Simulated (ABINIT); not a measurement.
## YVO4 (I4_1/amd): G0W0 with and without spin-orbit coupling

Wanted: the effect of spin-orbit coupling on the quasiparticle gap of YVO4 (I4_1/amd).

Program: ABINIT 10.8.3. Level of theory: PBEsol and many-body steps on it, plane waves. Results are calculated unless marked as measured.

Most raw output is cut from this account.

## 1. Set-up

Symmetry: I4_1/amd, No. 141, tetragonal system. The conventional cell has a = 7.118 Å, b = 7.118 Å, c = 6.289 Å, α = 90.00°, β = 90.00°, γ = 90.00°. Nearest to Y lie 8 O at 2.30 to 2.43 Å. V has 4 O at 1.71 Å nearest. Nearest to O lie 1 V at 1.71 Å and 2 Y at 2.30 to 2.43 Å. Farther neighbours and most contacts between anions are not listed.

The cell and positions come from the Crystallography Open Database and are kept as given unless a step says otherwise.

## 2. Empty states on the mesh, 2×2×2 mesh, 121 bands

This step: ABINIT 10.8.3; DFT, PBEsol, plane waves, norm-conserving pseudopotentials.

The sums over transitions need many empty states on a uniform mesh; this step solves for them.

Input file run.abi:

```
acell 3*1.0 Angstrom
rprim 
  -3.559150000000 3.559150000000 3.144650000000
  3.559150000000 -3.559150000000 3.144650000000
  3.559150000000 3.559150000000 -3.144650000000
ntypat 3
znucl 39 23 8
natom 12
typat 1 1 2 2 3 3 3 3 3 3 3 3
xred 
  0.750000000000 0.250000000000 0.500000000000
  0.000000000000 0.000000000000 0.000000000000
  0.500000000000 0.500000000000 0.000000000000
  0.250000000000 0.750000000000 0.500000000000
  0.510000000000 0.325800000000 0.184200000000
  0.075800000000 0.391600000000 0.315800000000
  0.141600000000 0.325800000000 0.815800000000
  0.075800000000 0.760000000000 0.684200000000
  0.240000000000 0.924200000000 0.315800000000
  0.674200000000 0.490000000000 0.815800000000
  0.608400000000 0.924200000000 0.684200000000
  0.674200000000 0.858400000000 0.184200000000
pp_dirpath "pseudos"
pseudos "Y.upf, V.upf, O.upf"
ecut 38
ngkpt 2 2 2
nshiftk 1
shiftk 0 0 0
kptopt 1
chksymbreak 0
iscf -2
irdden 1
istwfk *1
nband 121
nbdbuf 10
tolwfr 1e-09
nstep 60
prtvol 0
indata_prefix "in"
outdata_prefix "out"
tmpdata_prefix "tmp"
```

Run with:

```console
OMP_NUM_THREADS=1 mpirun -n 4 abinit run.abi > log
```

It took 62 s on 4 MPI ranks of Arm Neoverse V1, shared host; peak memory 0.51 GiB; 4.1 min of CPU time.

Numbers from this step:

- gap: 2.931 eV
- k of the valence top: 0, 0, 0
- k of the conduction bottom: 0, 0, 0
- least direct gap: 2.931 eV
- k points computed: 4
- lowest point of the top converged band, above the valence top: 26.89 eV

On this mesh the gap is 2.931 eV.

The density comes from a self-consistent run that is not shown.

## 3. Screening, 2×2×2 mesh, 111 bands, screening to 81.6 eV

The RPA dielectric matrix is built and inverted for each q.

This step: RPA screening on PBEsol, plane waves, norm-conserving pseudopotentials.

Edit run.abi of step 2 so:

```diff
@@ -30,10 +30,11 @@
 chksymbreak 0
-iscf -2
-irdden 1
 istwfk *1
-nband 121
-nbdbuf 10
-tolwfr 1e-09
-nstep 60
-prtvol 0
+occopt 1
+irdwfk 1
+optdriver 3
+nband 111
+ecuteps 3
+inclvkb 0
+awtr 1
+symchi 1
 indata_prefix "in"
```

Run time: 18 s. Hardware: 4 MPI ranks; peak memory 1.5 GiB; 71 s of CPU time.

Numbers from this step:

* ε∞ with local fields, on this mesh, along the program's q direction: 4.974
* the same without local fields: 6.102
* plasma frequency: 28.82 eV
* plane waves in the screening matrix: 273

Local fields lower ε∞ by 18 %. On a Γ-centred mesh this coarse the value itself is usually too large, while a short band sum pulls it down.

## 4. Scalar-relativistic

The self-energy is evaluated for the states that the input lists, and the levels follow from it, in one-shot runs by the linearised quasiparticle equation.

This step: G0W0 on PBEsol, plane waves, norm-conserving pseudopotentials.

Edit run.abi of step 3 so:

```diff
@@ -33,8 +33,15 @@
 irdwfk 1
-optdriver 3
+optdriver 4
 nband 111
+gwcalctyp 0
+ecutsigx 38
+symsigma 1
+nkptgw 1
+kptgw 
+  0.0000000000 0.0000000000 0.0000000000
+bdgw 
+  46 50
 ecuteps 3
-inclvkb 0
-awtr 1
-symchi 1
+irdscr 1
+ppmodel 1
 indata_prefix "in"
```

Run time: 7.9 s. Hardware: 4 MPI ranks; peak memory 1.4 GiB.

Numbers from this step:

```yaml
g0w0_gap_on_the_points_computed: 5.183 eV
starting_gap_on_the_mesh: 2.931 eV
k_of_the_valence_top: 0, 0, 0
k_of_the_conduction_bottom: 0, 0, 0
z_at_the_valence_top: 0.776
z_at_the_conduction_bottom: 0.796
least_direct_g0w0_gap_on_the_computed_points: 5.183 eV
```

The gap on the mesh goes from 2.93 eV to 5.18 eV, a correction of +2.25 eV.

## 5. Empty states on the mesh, 2×2×2 mesh, 244 bands

This step: DFT, PBEsol with spin-orbit coupling, plane waves, norm-conserving pseudopotentials.

Edit run.abi of step 4 so:

```diff
@@ -25,2 +25,3 @@
 ecut 38
+nspinor 2
 ngkpt 2 2 2
@@ -30,18 +31,10 @@
 chksymbreak 0
+iscf -2
+irdden 1
 istwfk *1
-occopt 1
-irdwfk 1
-optdriver 4
-nband 111
-gwcalctyp 0
-ecutsigx 38
-symsigma 1
-nkptgw 1
-kptgw 
-  0.0000000000 0.0000000000 0.0000000000
-bdgw 
-  46 50
-ecuteps 3
-irdscr 1
-ppmodel 1
+nband 244
+nbdbuf 22
+tolwfr 1e-09
+nstep 60
+prtvol 0
 indata_prefix "in"
```

Elapsed: 7.8 min, on 4 MPI ranks; peak memory 0.82 GiB; 31 min of CPU time.

This step gave:

```
gap                                                           : 2.931 eV
k of the valence top                                          : 0, 0, 0
k of the conduction bottom                                    : 0, 0, 0
least direct gap                                              : 2.931 eV
k points computed                                             : 4
lowest point of the top converged band, above the valence top : 26.89 eV
```

On this mesh the gap is 2.931 eV.

The density comes from a self-consistent run that is not shown, made with spin-orbit coupling and fully relativistic files.

## 6. Screening, 2×2×2 mesh, 222 bands, screening to 81.6 eV

This step: RPA screening on PBEsol with spin-orbit coupling, plane waves, norm-conserving pseudopotentials.

Edit run.abi of step 5 so:

```diff
@@ -31,10 +31,11 @@
 chksymbreak 0
-iscf -2
-irdden 1
 istwfk *1
-nband 244
-nbdbuf 22
-tolwfr 1e-09
-nstep 60
-prtvol 0
+occopt 1
+irdwfk 1
+optdriver 3
+nband 222
+ecuteps 3
+inclvkb 0
+awtr 1
+symchi 1
 indata_prefix "in"
```

The job ended after 2.3 min (4 MPI ranks; peak memory 4 GiB).

This step gave:

| Item | Value |
| --- | --- |
| ε∞ with local fields, on this mesh, along the program's q direction | 4.975 |
| the same without local fields | 6.103 |
| plasma frequency | 28.82 eV |
| plane waves in the screening matrix | 273 |

## 7. With spin-orbit coupling

This step: G0W0 on PBEsol with spin-orbit coupling, plane waves, norm-conserving pseudopotentials.

Edit run.abi of step 6 so:

```diff
@@ -34,8 +34,15 @@
 irdwfk 1
-optdriver 3
+optdriver 4
 nband 222
+gwcalctyp 0
+ecutsigx 38
+symsigma 0
+nkptgw 1
+kptgw 
+  0.0000000000 0.0000000000 0.0000000000
+bdgw 
+  91 100
 ecuteps 3
-inclvkb 0
-awtr 1
-symchi 1
+irdscr 1
+ppmodel 1
 indata_prefix "in"
```

Run time: 62 s. Hardware: 4 MPI ranks; peak memory 4 GiB; 4.1 min of CPU time.

Numbers from this step:

| Quantity | Value |
| --- | --- |
| G0W0 gap on the points computed | 5.183 eV |
| starting gap on the mesh | 2.931 eV |
| k of the valence top | 0, 0, 0 |
| k of the conduction bottom | 0, 0, 0 |
| Z at the valence top | 0.777 |
| Z at the conduction bottom | 0.796 |
| least direct G0W0 gap on the computed points | 5.183 eV |

Against G0W0 in ABINIT (2×2×2 mesh, 111 bands, screening to 81.6 eV, Godby-Needs plasmon pole), the gap moves by +0.000 eV.

## 8. The runs together

Times are wall times on 4 MPI ranks of Arm Neoverse V1, shared host, good to a factor of about two. A run's time includes the screening step that it read.

| run | mesh | bands | screening cutoff (eV) | DFT gap (eV) | gap on the mesh (eV) | direct (eV) | ε∞ used | time |
| --- | --- | --- | --- | --- | --- | --- | --- | --- |
| scalar-relativistic | 2×2×2 | 111 | 81.6 | 2.931 | 5.183 | 5.183 | 4.97 | 26 s |
| with spin-orbit coupling | 2×2×2 | 222 | 81.6 | 2.931 | 5.183 | 5.183 | 4.97 | 3.4 min |

## 9. What came out

```
scalar-relativistic      : 5.183 eV
with spin-orbit coupling : 5.183 eV
known limits             : not at the basis limit; screening head approximate; no spin polarisation; d states lean on the start; no spin-orbit coupling in some runs; coarse k mesh
```

With spin-orbit coupling: no change against scalar-relativistic. Bands and cutoff are finite, so the gap is not at the basis limit. The miss can reach some tenths of an eV and take either sign; the mesh is an error of its own. In the G0W0 runs levels were corrected at 1 k point alone, so a gap called «on the mesh» is the least over those, and an edge elsewhere would be missed. The 2×2×2 mesh is coarse for this cell, which bears on the long-range parts of exchange and screening. The long-wavelength limit of the screening leaves out the non-local commutator, which shifts ε∞. The runs have no spin polarisation. For a closed low-spin shell that is the natural state; where a d or f shell is open it is a constraint, and the gap is then not the crystal's own. With d states at the gap, one-shot GW leans hard on its start.

[Paths, hosts, dates, memory and timing lines, banners, echoed tables and standing remarks are left out of the program output.]

[Logs are printed without paths, hosts, clocks, repeated set-up lines and the standing remarks that a program may print on its own settings, such as how far it seeks lower states.]

[Runs of the session that timed out or met a known fault of the program may be left out.]

[Hosts, paths, dates, database ids (printed as entryN), source tags and the programs' standing remarks are cut or masked in the printed files.]

[G0W0 gaps are taken among the corrected bands and points alone; a level outside them can change the order at an edge.]

[Where Ansatz stands beside ABINIT at settings called matched, ABINIT's density can come from a denser mesh and the files from another edition; pairs whose starting gaps differed by over 0.03 eV were left out, so agreement reads better than it is.]
